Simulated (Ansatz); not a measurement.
# CaAs2Pd2 (I4/mmm): phonon-mediated transition temperature, part 2 of 2

What Tc do the phonons of CaAs2Pd2 (I4/mmm) give, and how does it depend on μ*? The cell shown first is a relaxed one, from steps not shown here.

Ansatz 0.2.0; DFT PBEsol, scalar-relativistic, plane waves, PAW.

So far, log mean phonon energy ħω_log (meV): step 2 (electron–phonon run: q 3×3×3, k 9×9×9, scattering 16×16×16) 8.94.

### 3. Coupling and resistivity: q 4×4×4, k 12×12×12, scattering 20×20×20

The next rung changes the q mesh, which sets the reach of the force constants and couplings; the k mesh of the density and its response; the scattering mesh, which samples the Fermi surface.

The input, input.yaml:

```yaml
crystal:
  lattice:
    - [-2.1386245513, 2.1386245513, 5.063853775]
    - [2.1386245513, -2.1386245513, 5.063853775]
    - [2.1386245513, 2.1386245513, -5.063853775]
  atoms:
    - { symbol: Ca, position: [0.0, 0.0, 0.0] }
    - { symbol: As, position: [0.3789511563, 0.3789511563, 0.0] }
    - { symbol: As, position: [0.6210488437, 0.6210488437, 0.0] }
    - { symbol: Pd, position: [0.75, 0.25, 0.5] }
    - { symbol: Pd, position: [0.25, 0.75, 0.5] }
kpoints:
  mp_grid: { grid: [12, 12, 12] }
hamiltonian:
  xc: pbesol
scf:
  occupations: { method: methfessel_paxton, width: 0.2 }
output:
  eigenvalues: true
phonons:
  method: dfpt
  qmesh: [4, 4, 4]
  temperatures: { t_max: 1000, t_step: 50 }
  qpath:
    path:
      - [0.0, 0.0, 0.0]
      - [0.0, 0.0, 0.5]
      - [0.25, 0.25, 0.25]
      - [0.0, 0.5, 0.0]
      - [0.0, 0.0, 0.0]
      - [0.5, 0.5, -0.5]
    npoints: 6
  electrical_resistivity:
    mesh: [20, 20, 20]
    temperatures: [20.0, 50.0, 80.0, 100.0, 150.0, 200.0, 273.0, 300.0, 400.0, 500.0, 600.0, 800.0]
  superconductivity: { mesh: [20, 20, 20] }
```

Command:

```sh
> ansatz run input.yaml --threads 16 --pin off --max-ram 61440MiB --backend cuda --events-out ev --progress --plain --runs-dir out
```

Numbers of over 12 decimals in the logs are rounded to 6 here.

What it wrote:

```text
[...]
Crystal: 5 atoms, lattice volume = 92.642 Å³
Basis set: ecut = 420 eV, 1793 PW (Γ), exchange–correlation on 80×80×80 points (8 copies of the dense FFT grid, shifted against one another)
Bands: 46, of which v1, the nominal top of the filled ones, is band 38 counted from 1 (37 counted from 0)
Symmetry: 16 space group operations
k-points: 163 of 1728
[...]
SCF iter   1: F=—  HF=-25236.912529 eV  |F-HF|=—  |Δ(HF+E_count)|=         —  Δρ=6.05e-3  dr2=3.43e-2  ethr=1.77e-3  ⟨swp⟩=7.0  Hψ=29802  notcnv=0
[...]
SCF iter   2: F=—  HF=-25236.905236 eV  |F-HF|=—  |Δ(HF+E_count)|=   7.29e-3  S|Δr|=    0.00e0  Δρ=2.40e-3  dr2=6.07e-3  ethr=4.51e-5  ⟨swp⟩=2.8  Hψ=14176  notcnv=0
[...]
SCF iter  11: F=-25236.904269 eV  HF=-25236.904269 eV  |F-HF|=3.64e-12  |Δ(HF+E_count)|=  1.09e-11  S|Δr|=    0.00e0  Δρ=7.19e-8  dr2=6.29e-12  ethr=1.00e-12  ⟨swp⟩=9.1  Hψ=36118  notcnv=0
SCF 1 converged in 11 iterations: F = -25236.904269 eV  dr2 = 6.29e-12
[...]
SCF iter   1: F=—  HF=-25236.903950 eV  |F-HF|=—  |Δ(HF+E_count)|=         —  Δρ=4.83e-7  dr2=1.90e-10  ethr=2.80e-7  ⟨swp⟩=3.0  Hψ=46139  notcnv=0
[...]
SCF 2 converged in 4 iterations: F = -25236.904269 eV  dr2 = 5.67e-12
[...]
SCF 3 converged in 11 iterations: F = -25236.904269 eV  dr2 = 6.20e-12
[...]
SCF converged after 11 iterations
[...]
vibrations of 64 cells: unjudged by the run; compare a larger repeat
[...]
--- Superconductivity: potentials and phonons of a 4×4×4 supercell ---
           mesh         λ    ħω_log (meV)  μ* declared at (meV)
       20×20×20    0.5347           8.939               12.844
       10×10×10    0.5539           8.919               12.847
          5×5×5    0.6201           8.757               12.718
  λ by the species' shares of the modes' patterns: Ca 0.0386, As 0.1856, Pd 0.3105
[...]
0.08      2.080         2.143         1.890         1.889         2.099         2.098          2.099
      0.10      1.624         1.668         1.433         1.432         1.643         1.642          1.643
      0.12      1.225         1.255         1.052         1.052         1.259         1.259          1.259
      0.13      1.047         1.072         0.890         0.890         1.093         1.093          1.093
      0.14      0.884         0.905         0.745         0.746         0.943         0.944          0.943
      0.16      0.605         0.618         0.505         0.506         0.690         0.691          0.690
      0.20      0.226         0.230         0.196         0.197         0.342         0.343          0.342
[...]
vibrations of 64 cells: unjudged by the run; compare a larger repeat
[...]
```

Elapsed: 4.4 min, on 1 × NVIDIA GB200 with 16 threads of Arm Neoverse V2, shared host; peak memory 15 GiB; 28 min of CPU time.

Numbers from this step:

| Property | Result |
| --- | --- |
| zero-point energy | 0.1242 eV/cell |
| highest frequency, solved or plainly interpolated | 254.2 cm⁻¹ |
| Debye temperature (second moment) | 272 K |
| resistivity at 300 K | 29.74 μΩ cm, mean of the axes |
| coupling constant λ | 0.5347 |
| density of states at the Fermi level | 0.884 states/eV a spin and cell |
| log mean phonon energy ħω_log | 8.939 meV |
| transport coupling constant λ_tr | 0.6396, 0.6396, 0.4586 (xx, yy, zz) |
| Drude plasma energy | 4.362, 4.362, 5.887 eV (xx, yy, zz) |
| resistivity times mean free path | 17.49, 17.49, 10.44 × 10⁻¹⁶ Ω m² (xx, yy, zz) |
| second-moment phonon energy ħω₂ | 12.84 meV |

Transition temperatures:

```csv
μ*,McMillan Tc (K),Allen–Dynes Tc (K),isotropic Fermi-surface Tc (K),isotropic full bandwidth Tc (K),anisotropic Fermi-surface Tc (K),anisotropic full bandwidth Tc (K),anisotropic narrow window Tc (K)
0.08,2.08,2.14,1.89,1.89,2.1,2.1,2.1
0.1,1.62,1.67,1.43,1.43,1.64,1.64,1.64
0.12,1.22,1.26,1.05,1.05,1.26,1.26,1.26
0.13,1.05,1.07,0.89,0.89,1.09,1.09,1.09
0.14,0.884,0.905,0.745,0.746,0.943,0.944,0.943
0.16,0.605,0.618,0.505,0.506,0.69,0.691,0.69
0.2,0.226,0.23,0.196,0.197,0.342,0.343,0.342
```

The Eliashberg function α²F has structure finer than the step of the table below, so its rows give means over 1 meV, whole bins alone (the curve runs from 0.123 to 31.4 meV). Peaks (meV: height): α²F 6.8: 0.530, 13.4: 0.151, 17.4: 0.174, 20.3: 0.192, 23.1: 0.408, 23.8: 0.458, 30.2: 0.207; α²F tr 6.8: 0.637, 8.3: 0.199, 17.4: 0.202, 20.3: 0.236, 23.1: 0.416, 23.8: 0.513, 30.0: 0.211.

Table of Eliashberg function α²F by phonon energy; means over each step:

```csv
phonon energy (meV),α²F,α²F tr
1,2.0e-4,2.7e-5
2,0.00125,3.0e-4
3,0.00442,0.00167
4,0.0646,0.0797
5,0.175,0.171
6,0.272,0.262
7,0.294,0.348
8,0.142,0.165
9,0.0890,0.0980
10,0.0626,0.0717
11,0.0932,0.114
12,0.116,0.152
13,0.129,0.165
14,0.0405,0.0520
15,0.00375,0.00390
16,0.0229,0.0195
17,0.126,0.117
18,0.104,0.111
19,0.0115,0.0122
20,0.0963,0.116
21,0.0653,0.0654
22,0.0436,0.0468
23,0.329,0.351
24,0.277,0.296
25,0.0805,0.0575
26,0,0
27,0,0
28,0,0
29,0.00463,0.00682
30,0.160,0.168
```

The Eliashberg function α²F has structure finer than the step of the table below, so its rows give means over 2 meV, whole bins alone (the curve runs from 0.123 to 31.4 meV). Peaks (meV: height): α²F 6.8: 0.530, 23.1: 0.408, 23.8: 0.458, 30.2: 0.207; Ca 17.4: 0.149, 23.1: 0.0227; As 6.8: 0.166, 23.1: 0.291, 23.8: 0.365, 30.2: 0.197; Pd 6.8: 0.361, 13.4: 0.134, 20.3: 0.0744, 23.3: 0.0944.

Eliashberg function α²F against phonon energy; means over each step:

```csv
phonon energy (meV),α²F,Ca,As,Pd
2,0.00149,1.3e-4,5.4e-4,8.1e-4
4,0.0662,0.00124,0.0220,0.0430
6,0.295,0.00306,0.0960,0.196
8,0.141,0.00245,0.0387,0.100
10,0.0688,0.00235,0.0104,0.0560
12,0.114,0.00510,0.0120,0.0969
14,0.0564,0.00413,0.00335,0.0490
16,0.0401,0.0351,0.00173,0.00320
18,0.0920,0.0779,0.00765,0.00646
20,0.0741,0.00384,0.0438,0.0264
22,0.103,0.00548,0.0778,0.0199
24,0.267,0.0135,0.196,0.0570
26,0.00188,9.9e-5,0.00120,5.8e-4
28,0,0,0,0
30,0.104,4.6e-4,0.0987,0.00436
```

Anisotropic full-bandwidth solution, weighted at the Fermi level. Gaps:

```csv
mu*,T (K),mean gap (meV),5 % (meV),95 % (meV),mean Z
0.1,0.411,0.234,0.171,0.31,1.53
0.1,0.821,0.222,0.161,0.295,1.53
0.1,1.23,0.178,0.128,0.237,1.53
0.1,1.48,0.119,0.0857,0.16,1.54
0.13,0.273,0.151,0.103,0.209,1.54
0.13,0.547,0.143,0.0963,0.198,1.54
0.13,0.82,0.114,0.0758,0.158,1.54
0.13,0.984,0.0762,0.0505,0.107,1.54
0.16,0.173,0.0919,0.0565,0.133,1.54
0.16,0.345,0.0863,0.0527,0.126,1.54
0.16,0.518,0.0683,0.0411,0.1,1.54
0.16,0.622,0.0457,0.0273,0.0674,1.54
```

The dTc/da2F by phonon energy:

```csv
phonon energy (meV),dTc/da2F (K/meV)
1,-
2,4.57
3,3.76
4,3.18
5,2.75
6,2.42
7,2.16
8,1.94
9,1.76
10,1.62
11,1.49
12,1.38
13,1.28
14,1.18
15,1.11
16,1.04
17,0.982
18,0.927
19,0.876
20,0.831
21,0.788
22,0.751
23,0.715
24,0.682
25,0.652
26,0.625
27,0.599
28,0.575
29,0.552
30,0.530
31,0.511
```

The share of the Fermi-level states by lambda of a state:

```csv
lambda of a state,share of the Fermi-level states
0.352,0
0.369,0.0014
0.386,0.0229
0.403,0.0616
0.420,0.0753
0.437,0.0651
0.454,0.0992
0.471,0.0755
0.488,0.0524
0.505,0.078
0.522,0.0545
0.539,0.0244
0.556,0.0401
0.573,0.0262
0.590,0.0238
0.607,0.0204
0.624,0.0313
0.641,0.0255
0.659,0.0419
0.676,0.0432
0.693,0.0649
0.710,0.0574
0.727,0.012
0.744,0.0032
```

### 4. Results

```json
{
  "meshes": "q 4×4×4, k 12×12×12, scattering 20×20×20",
  "coupling constant λ": "0.535",
  "log mean phonon energy ħω_log": "8.94 meV",
  "Allen–Dynes Tc at μ* = 0.1": "1.67 K",
  "Allen–Dynes Tc at μ* = 0.13": "1.07 K",
  "anisotropic Eliashberg Tc at μ* = 0.1": "1.64 K",
  "anisotropic Eliashberg Tc at μ* = 0.13": "1.09 K"
}
```

**Reading.** In the last run (PBEsol, q 4×4×4, k 12×12×12, scattering 20×20×20), with λ = 0.53 and ħω_log = 8.94 meV, Tc at μ* = 0.13 is 1.1 K by McMillan's formula, 1.1 K by Allen and Dynes's and 1.1 K by the anisotropic Eliashberg equations. Allen and Dynes's formula meets the measured 1.27 K at μ* near 0.12. Raising μ* from 0.10 to 0.16 lowers the Allen–Dynes value from 1.7 to 0.62 K. The mean gap at a quarter of Tc gives 2Δ/k_B Tc = 3.22, against 3.53 in weak-coupling theory. The gap spreads from 0.10 to 0.21 meV over nine tenths of the Fermi surface. By the run's own test λ is not converged in the fine mesh: it moves by 4 % between the two finest, and by up to 7 % in the other runs. The run's transport test calls it not converged in the mesh; ρ(300 K) moves by 11 % in the component that moves most. λ of these runs moves by 4 to 7 % between their two finest meshes, and Tc by more, so small gaps between the runs or to the measured value rank nothing. Over the runs, λ takes the values 0.539 and 0.535, in the order shown. μ* is a typed number, phonons are harmonic, and spin fluctuations are left out; at μ* = 0.13 McMillan's formula turns 1 % in λ into about 4.5 % in Tc.

Computed beside measured:

| quantity | measured | Allen–Dynes, PBEsol, q 3×3×3, fine 16×16×16 | Eliashberg, PBEsol, q 3×3×3, fine 16×16×16 | Allen–Dynes, PBEsol, q 4×4×4, fine 20×20×20 | Eliashberg, PBEsol, q 4×4×4, fine 20×20×20 |
| --- | --- | --- | --- | --- | --- |
| superconducting transition temperature (μ* = 0.13) (kelvin) | 1.27 | 1.11 (-12.6 %) | 1.12 (-11.8 %) | 1.07 (-15.7 %) | 1.09 (-14.2 %) |

Measured values from arxiv:1304.7148 (2013).

**Verdict.** For the superconducting transition temperature, of the levels listed nearest comes Eliashberg, PBEsol, q 3×3×3, fine 16×16×16 (-11.8 %, fair agreement) and farthest Allen–Dynes, PBEsol, q 4×4×4, fine 20×20×20 (-15.7 %, fair agreement). Limits of convergence are named above.

[Logs are printed without paths, hosts, clocks, repeated set-up lines and the standing remarks that a program may print on its own settings, such as how far it seeks lower states.]

[Hosts, paths, dates, database ids (printed as entryN), source tags and the programs' standing remarks are cut or masked in the printed files.]
